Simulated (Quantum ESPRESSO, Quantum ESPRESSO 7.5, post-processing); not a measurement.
# 1T-SnSe2, 1 layer against a metal electrode, stepped through the charge of the slab

Aim: how the results for 1T-SnSe2, 1 layer against a metal electrode change with the charge of the slab.

Calculated with Quantum ESPRESSO 7.5; plane-wave DFT, PBE, GBRV ultrasoft pseudopotentials (geometry by pw.x at PBE-D3(BJ), GBRV ultrasoft).

This is a report of a sequence of runs, with most program output left out.

**1. The structure**

The cell holds 3 atoms: 2 Se and 1 Sn. Its edges and angles: a = 3.870 Å, b = 3.870 Å, c = 18.110 Å, α = 90.0°, β = 90.0°, γ = 120.0°. It derives from SnSe2. Vacuum lies along c.

Structure file:

```cif
data_structure
_symmetry_space_group_name_H-M 'P 1'
_symmetry_Int_Tables_number 1
_cell_length_a 3.8700
_cell_length_b 3.8700
_cell_length_c 18.1105
_cell_angle_alpha 90.000
_cell_angle_beta 90.000
_cell_angle_gamma 120.000
_cell_volume 234.90
loop_
_atom_site_label
_atom_site_type_symbol
_atom_site_fract_x
_atom_site_fract_y
_atom_site_fract_z
_atom_site_occupancy
Se1 Se 0.66667 0.33333 0.44173 1
Sn2 Sn 0.00000 0.00000 0.50000 1
Se3 Se 0.33333 0.66667 0.55827 1
```

Set-up: The slab is relaxed neutral under PBE-D3(BJ), then held. ESM with bc3: vacuum below and a metal electrode about 6 Å above the top atoms. Fermi-Dirac smearing of 0.004 Ry and a dense mesh. Charges are set per cell from the starting area.

Members 2, 3, 4.5, 6, 7 and 8 took the same steps and show in the table alone.

**2. Variable-cell relaxation of the reference**

What the set-up leaves free in this member is relaxed.

File ref.relax.in:

```
&control
  prefix = 'ref.relax'
  outdir = './out'
  pseudo_dir = './pseudo'
  nstep = 80
  forc_conv_thr = 0.0004
  calculation = 'vc-relax'
  etot_conv_thr = 1e-06
/
&system
  ibrav = 0
  nat = 3
  ntyp = 2
  ecutwfc = 50
  ecutrho = 250
  vdw_corr = 'grimme-d3'
  dftd3_version = 4
  occupations = 'smearing'
  smearing = 'fd'
  degauss = 0.004
/
&electrons
  conv_thr = 1e-09
  mixing_beta = 0.4
  electron_maxstep = 120
  mixing_mode = 'plain'
/
&ions
/
&cell
  cell_dofree = '2Dxy'
  press_conv_thr = 0.3
/
ATOMIC_SPECIES
  Se  78.9710  se_pbe_v1.uspp.F.UPF
  Sn  118.7100  sn_pbe_v1.4.uspp.F.UPF
CELL_PARAMETERS angstrom
  3.87000000000000 0.00000000000000 0.00000000000000
  -1.93500000000000 3.35151831264578 0.00000000000000
  0.00000000000000 0.00000000000000 18.11048904285239
ATOMIC_POSITIONS crystal
  Se  0.666666666700 0.333333333300 0.441732963758
  Sn  0.000000000000 0.000000000000 0.500000000000
  Se  0.333333333300 0.666666666700 0.558267036242
K_POINTS automatic
  12 12 1 0 0 0
```

The run is started by

```
$ OMP_NUM_THREADS=1 mpirun -n 4 pw.x -nk 4 -in ref.relax.in > ref.relax.out
```

Wall time 5.3 min (4 MPI ranks of Arm Neoverse V1, shared host); peak memory 0.8 GiB.

The steps of the relaxation:

| step | energy less that of the first step (eV) | largest force (eV/Å) | volume (Å³) |
| --- | --- | --- | --- |
| 1 | 0.0000 | 5.2187 | 234.90 |
| 2 | -1.2903 | 3.5931 | 242.72 |
| 3 | -2.0970 | 2.2181 | 249.23 |
| 4 | -2.5605 | 0.6596 | 255.51 |
| 5 | -2.6069 | 0.2553 | 255.60 |
| 6 | -2.6407 | 0.0044 | 253.58 |
| 7 | -2.6899 | 0.2285 | 248.72 |
| 8 | -2.7467 | 0.3783 | 241.48 |
| 9 | -2.8041 | 0.3776 | 230.83 |
| 10 | -2.8223 | 0.1416 | 226.11 |
| 11 | -2.8245 | 0.0096 | 226.63 |
| 12 | -2.8246 | 0.0002 | 226.91 |
| 13 | -2.8246 | 0.0001 | 226.91 |
| 14 | -2.8114 | 0.0001 | 226.91 |

| cell as run | before | after | change |
| --- | --- | --- | --- |
| a (Å) | 3.870 | 3.804 | -1.7 % |
| b (Å) | 3.870 | 3.804 | -1.7 % |

The atoms that moved most (Å, along periodic axes as changes of fractional coordinates times the final cell, across vacuum about the mean position):

| atom | dx | dy | dz | length |
| --- | --- | --- | --- | --- |
| Se1 | 0.000 | 0.000 | -0.552 | 0.552 |
| Se3 | 0.000 | 0.000 | 0.552 | 0.552 |

The relaxed structure:

```
CELL_PARAMETERS angstrom
3.80364 0.00000 0.00000
-1.90182 3.29405 0.00000
0.00000 0.00000 18.11049
ATOMIC_POSITIONS crystal
Se 0.66667 0.33333 0.41124
Sn 0.00000 0.00000 0.50000
Se 0.33333 0.66667 0.58876
```

 The last row is no step: it is a fresh SCF in the final cell with a new plane-wave basis, +13 meV from the row before, a sign that the cell is biased by the basis (Pulay stress).

This step gave:

| Quantity | Value |
| --- | --- |
| free energy | -3354.8639 eV |
| Fermi energy | -1.253 eV |

**3. Ground state, 0 ×10¹³ e/cm²**

A run under open boundaries on these atoms gives the vacuum levels.

Level of this step: plane-wave DFT, PBE, GBRV ultrasoft pseudopotentials (Quantum ESPRESSO 7.5).

File m2.esm.in:

```
&control
  prefix = 'm2.esm'
  outdir = './out'
  pseudo_dir = './pseudo'
  calculation = 'scf'
  tprnfor = .true.
/
&system
  ibrav = 0
  nat = 3
  ntyp = 2
  ecutwfc = 40
  ecutrho = 200
  occupations = 'smearing'
  smearing = 'fd'
  degauss = 0.004
  assume_isolated = 'esm'
  esm_bc = 'bc3'
  tot_charge = 0.0
/
&electrons
  conv_thr = 1e-08
  mixing_beta = 0.4
  electron_maxstep = 120
  mixing_mode = 'plain'
/
ATOMIC_SPECIES
  Se  78.9710  se_pbe_v1.uspp.F.UPF
  Sn  118.7100  sn_pbe_v1.4.uspp.F.UPF
CELL_PARAMETERS angstrom
  3.80364244000000 0.00000000000000 0.00000000000000
  -1.90182122000000 3.29405098000000 0.00000000000000
  0.00000000000000 0.00000000000000 18.11048904300000
ATOMIC_POSITIONS crystal
  Se  0.666666666700 0.333333333300 0.021675298839
  Sn  0.000000000000 0.000000000000 0.110433240939
  Se  0.333333333300 0.666666666700 0.199191183039
K_POINTS automatic
  24 24 1 0 0 0
```

The run is started by

```
$ OMP_NUM_THREADS=1 mpirun -n 4 pw.x -nk 4 -in m2.esm.in > m2.esm.out
```

Elapsed: 2.6 min, on 4 MPI ranks; peak memory 0.64 GiB; 10 min of CPU time.

Numbers from this step:

| Property | Result |
| --- | --- |
| Fermi energy | -5.507 eV |
| vacuum line at the lower end of the cell, over the Fermi level | 5.507 eV |
| slope of the potential above | 8.29e-5 eV/Å |
| vacuum line at the upper end of the cell, over the Fermi level | 5.507 eV |

Electrostatic potential energy of an electron; zero at the Fermi level. The potential energy, planar mean by z:

| z (Å) | potential energy, planar mean (eV) |
| --- | --- |
| -9 | 5.51 |
| -8 | 5.51 |
| -7 | 5.51 |
| -6 | 5.51 |
| -5 | 5.51 |
| -4 | 5.51 |
| -3 | 5.51 |
| -2 | 5.47 |
| -1 | 4.83 |
| 0 | -5.86 |
| 1 | -4.90 |
| 2 | -11.7 |
| 3 | -4.92 |
| 4 | -5.79 |
| 5 | 4.84 |
| 6 | 5.47 |
| 7 | 5.50 |
| 8 | 5.51 |

Inside the slab this potential holds the local part of the pseudopotentials, which can be repulsive at the nuclei; only its value in the vacuum has a meaning of its own.

**4. Ground state, 1 ×10¹³ e/cm²**

m3.esm.in, as its differences from the input of step 3:

```diff
@@ -1,3 +1,3 @@
 &control
-  prefix = 'm2.esm'
+  prefix = 'm3.esm'
   outdir = './out'
@@ -18,3 +18,3 @@
   esm_bc = 'bc3'
-  tot_charge = 0.0
+  tot_charge = 0.01297
 /
@@ -25,2 +25,3 @@
   mixing_mode = 'plain'
+  startingpot = 'file'
 /
```

The run is started by

```
$ cp -r out/m2.esm.save out/m3.esm.save
$ OMP_NUM_THREADS=1 mpirun -n 4 pw.x -nk 4 -in m3.esm.in > m3.esm.out
```

Elapsed: 92 s, on 4 MPI ranks; peak memory 0.63 GiB; 6.1 min of CPU time.

Numbers from this step:

```
Fermi energy                                                   : -6.618 eV
vacuum line at the lower end of the cell, over the Fermi level : 5.794 eV
slope of the potential above                                   : 0.1872 eV/Å
vacuum line at the upper end of the cell, over the Fermi level : 6.617 eV
```

Inside the slab this potential holds the local part of the pseudopotentials, which can be repulsive at the nuclei; only its value in the vacuum has a meaning of its own.

**5. Ground state, -1.5 ×10¹³ e/cm²**

m1.esm.in, as its differences from the input of step 4:

```diff
@@ -1,3 +1,3 @@
 &control
-  prefix = 'm3.esm'
+  prefix = 'm1.esm'
   outdir = './out'
@@ -18,3 +18,3 @@
   esm_bc = 'bc3'
-  tot_charge = 0.01297
+  tot_charge = -0.01946
 /
```

The run is started by

```
$ cp -r out/m2.esm.save out/m1.esm.save
$ OMP_NUM_THREADS=1 mpirun -n 4 pw.x -nk 4 -in m1.esm.in > m1.esm.out
```

It took 93 s on 4 MPI ranks; peak memory 0.59 GiB.

This step gave:

* Fermi energy: -3.973 eV
* vacuum line at the lower end of the cell, over the Fermi level: 5.200 eV
* slope of the potential above: -0.2807 eV/Å
* vacuum line at the upper end of the cell, over the Fermi level: 3.973 eV

Inside the slab this potential holds the local part of the pseudopotentials, which can be repulsive at the nuclei; only its value in the vacuum has a meaning of its own.

**6. Self-consistent run, -3 ×10¹³ e/cm²**

m0.esm.in, as its differences from the input of step 5:

```diff
@@ -1,3 +1,3 @@
 &control
-  prefix = 'm1.esm'
+  prefix = 'm0.esm'
   outdir = './out'
@@ -18,3 +18,3 @@
   esm_bc = 'bc3'
-  tot_charge = -0.01946
+  tot_charge = -0.03891
 /
```

The run is started by

```
$ cp -r out/m1.esm.save out/m0.esm.save
$ OMP_NUM_THREADS=1 mpirun -n 4 pw.x -nk 4 -in m0.esm.in > m0.esm.out
```

Run time: 1.7 min. Hardware: 4 MPI ranks; peak memory 0.53 GiB.

This step gave:

```
Fermi energy                                                   : -2.718 eV
vacuum line at the lower end of the cell, over the Fermi level : 5.161 eV
slope of the potential above                                   : -0.5613 eV/Å
vacuum line at the upper end of the cell, over the Fermi level : 2.719 eV
```

Inside the slab this potential holds the local part of the pseudopotentials, which can be repulsive at the nuclei; only its value in the vacuum has a meaning of its own.

**7. The series side by side**

The series in one table:

| the charge of the slab (positive: electrons removed) | electrode's level over the Fermi level (eV) | far face's level over the Fermi level (eV) | field in the gap (eV/Å) |
| --- | --- | --- | --- |
| -3 ×10¹³ e/cm² | 2.719 | 5.161 | -0.5613 |
| -1.5 ×10¹³ e/cm² | 3.973 | 5.2 | -0.2807 |
| 0 ×10¹³ e/cm² | 5.507 | 5.507 | 8.285e-05 |
| 1 ×10¹³ e/cm² | 6.617 | 5.794 | 0.1872 |
| 2 ×10¹³ e/cm² | 7.488 | 5.838 | 0.3744 |
| 3 ×10¹³ e/cm² | 8.346 | 5.864 | 0.5615 |
| 4.5 ×10¹³ e/cm² | 9.628 | 5.89 | 0.8423 |
| 6 ×10¹³ e/cm² | 10.91 | 5.912 | 1.123 |
| 7 ×10¹³ e/cm² | 11.77 | 5.923 | 1.31 |
| 8 ×10¹³ e/cm² | 12.62 | 5.935 | 1.497 |

**8. A check by hand**

Last interval: C = Δσ/ΔV = 0.00104 e/Å² / 0.858 V × 1602 = 1.93 µF/cm².

**9. Outcome**

```yaml
mean_capacitance_at_positive_charge: 1.87 μF/cm²
effective_gap_eps_0_c: 4.74 Å
top_atoms_to_electrode: 5.45 Å
```

The series holds 10 members; mean capacitance at positive charge: 1.87 μF/cm²; effective gap ε₀/C: 4.74 Å; top atoms to electrode: 5.45 Å (PBE, GBRV ultrasoft). Interval by interval C lies between 1.49 and 1.98 µF/cm², least between 0 and 1×10¹³ e/cm², where the slab has few states at the Fermi level. The far face's level moves by 0.77 eV over the series, so the slab's own states take part of the voltage. The labels count charge on the starting cell; on the relaxed cell the densities are 1.035 times as large. Vacuum fills the gap; ions don't answer the charge; added electrons can spill towards the electrode at the most negative charges.

[Logs are printed without paths, hosts, clocks, repeated set-up lines and the standing remarks that a program may print on its own settings, such as how far it seeks lower states.]

[Hosts, paths, dates, database ids (printed as entryN), source tags and the programs' standing remarks are cut or masked in the printed files.]

[Maps of the electrostatic potential energy from Ansatz leave out the sawtooth potential of an applied field or a dipole correction, so their vacuum need not be flat; planar profiles and work functions include it.]
